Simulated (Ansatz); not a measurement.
# Does disorder add resistance in series? Rh(111) layers displaced at 273 K

Two lengths of the disordered region are known. What area resistance does the third give?

**Method.** Ansatz 0.2.0, plane waves with PAW datasets at their recommended cutoffs (420 eV for most), Fermi-Dirac smearing; ballistic transmission by layer matching. The area resistance is RA = A (h/2e²)(1/T − 1/N), with T the zone-mean transmission per spin and N the lead's channels, both averaged over a few energies near the Fermi level; for magnets each spin is taken apart, with h/e², and the two conduct in parallel. Lateral cell 2x2, PBE, a fresh random draw for each length. Atoms are displaced independently, by 0.0426 Å r.m.s. per direction; each RA is scaled by the nominal over the drawn mean square displacement.

Results; the value marked ? is to be predicted:

| length (Å) | channels N | RA (fΩ m²) |
| --- | --- | --- |
| 8.78 | 7.000 | 0.0460 |
| 17.6 | 7.000 | 0.0833 |
| 26.3 | 7.000 | ? |

**Estimate by hand.**

Ohm's law makes RA linear in the length: the slope is (0.0833 − 0.0460)/(17.6 − 8.78) = 4.24×10⁻³ fΩ m² per Å, or 4.2 µΩ cm. Then 0.0833 + 4.24×10⁻³ × 8.78. Predicted: 0.121 fΩ m².

Check against the run:

0.115 fΩ m², so the prediction is 4.6 % too high. The three lengths together give 3.9 µΩ cm. The two increments are 0.037 and 0.032 fΩ m², roughly as Ohm's law has it, though with one draw for each length that is a weak test.

Caveats: The scatterers repeat sideways with the small cell. The slope is a raw one; a model of isotropic scattering puts it 1.13 times the bulk value over these lengths.
